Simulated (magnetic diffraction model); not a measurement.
## Which magnetic order? CeV2Zn

Space group Cmcm (no. 63), a = 4.0380 Å, b = 10.0930 Å, c = 6.9210 Å.

| site | atom | x | y | z |
| --- | --- | --- | --- | --- |
| 4c | Ce | 0 | 0.0577 | 1/4 |
| 4c | Zn | 1/2 | 0.2825 | 1/4 |
| 8f | V | 0 | 0.3401 | 0.0562 |

The compound is invented for this exercise: a known structure type with other elements, its cell scaled to their sizes and not relaxed.

Only Ce is taken to order (form factors of Ce3+); orders and moment sizes are assumed, and not adapted to the symmetry. Radiation: neutrons of λ = 2.567 Å, 5° to 70°; isotropic B of 0.34 Å² (Ce), 0.56 Å² (Zn) and 0.64 Å² (V). Simulated constant-wavelength pattern: nuclear and magnetic terms add, the magnetic one as |2.695 fm × Σ f S⊥ exp(2πi Q·r) exp(−B s²)|², summed over all Q at one angle with the factor 1/(sin²θ cos θ). For collinear order S is the moment m, which repeats by lattice and centring translations R with the sign exp(−2πi k·R). Free-ion form factors, Sears's scattering lengths of 1992, no absorption; a label names one of the reflections at its angle. The strongest nuclear line in the range is 100, and lines under 0.2 are left out.

Above the ordering temperature:

```
2θ (°)    index      I
 29.47  (0 2 0)    2.0
 36.69  (0 2 1)    2.4
 40.04  (1 1 0)   51.9
 43.54  (0 0 2)   74.0
 45.83  (1 1 1)   36.0
 53.45  (0 2 2)    2.8
 59.55  (1 3 0)    2.2
 60.63  (1 1 2)   39.8
 61.15  (0 4 0)    8.3
 64.02  (1 3 1)  100.0
 65.56  (0 4 1)   46.6
```

Below it (cell unchanged):

```
2θ (°)      I
 29.47   20.6
 36.69   16.2
 40.04   76.0
 43.54   77.7
 45.83   40.4
 53.45    8.1
 59.55    5.1
 60.63   52.7
 61.15    8.4
 64.02  117.0
 65.56   58.0
```

**Question.** Find the propagation vector, then choose among these models:
A. collinear moments along [101], 2 μB on Ce; signs + at (0, 0.0577, 1/4), + at (1/2, 0.4423, 3/4)
B. collinear moments along [010], 2 μB on Ce; signs + at (0, 0.0577, 1/4), + at (1/2, 0.4423, 3/4)
C. collinear moments along [101], 2 μB on Ce; signs + at (0, 0.0577, 1/4), − at (1/2, 0.4423, 3/4)
D. collinear moments along [010], 2 μB on Ce; signs + at (0, 0.0577, 1/4), − at (1/2, 0.4423, 3/4)

No line moves, and magnetic intensity falls on nuclear lines such as the one at 40.04°, so the magnetic cell equals the chemical primitive cell: k = 0.

Magnetic intensity, observed (below minus above) and for each model:

| 2θ (°) | index | observed | A | B | C | D |
| --- | --- | --- | --- | --- | --- | --- |
| 21.38 | (0 0 1) | <0.2 | <0.2 | <0.2 | 16.3 | 64.1 |
| 29.47 | (0 2 0) | 18.7 | 18.7 | <0.2 | 14.7 | <0.2 |
| 40.04 | (1 1 0) | 24.1 | 24.1 | 26.6 | 3.5 | 3.8 |
| 43.54 | (0 0 2) | 3.8 | 3.8 | 14.8 | <0.2 | <0.2 |
| 45.83 | (1 1 1) | 4.4 | 4.4 | 6.0 | 30.9 | 41.7 |
| 60.63 | (1 1 2) | 12.9 | 12.9 | 24.4 | 1.9 | 3.5 |
| 64.02 | (1 3 1) | 17.0 | 17.0 | 10.0 | 4.7 | 2.8 |
| 65.56 | (0 4 1) | 11.4 | 11.4 | 1.5 | 0.2 | <0.2 |

Model A matches.

The absence at (0 0 1) is telling: the sublattices cancel there.

The structure used: k = (0 0 0), collinear moments along [101], 2 μB on Ce; signs + at (0, 0.0577, 1/4), + at (1/2, 0.4423, 3/4).

[Logs are printed without paths, hosts, clocks, repeated set-up lines and the standing remarks that a program may print on its own settings, such as how far it seeks lower states.]
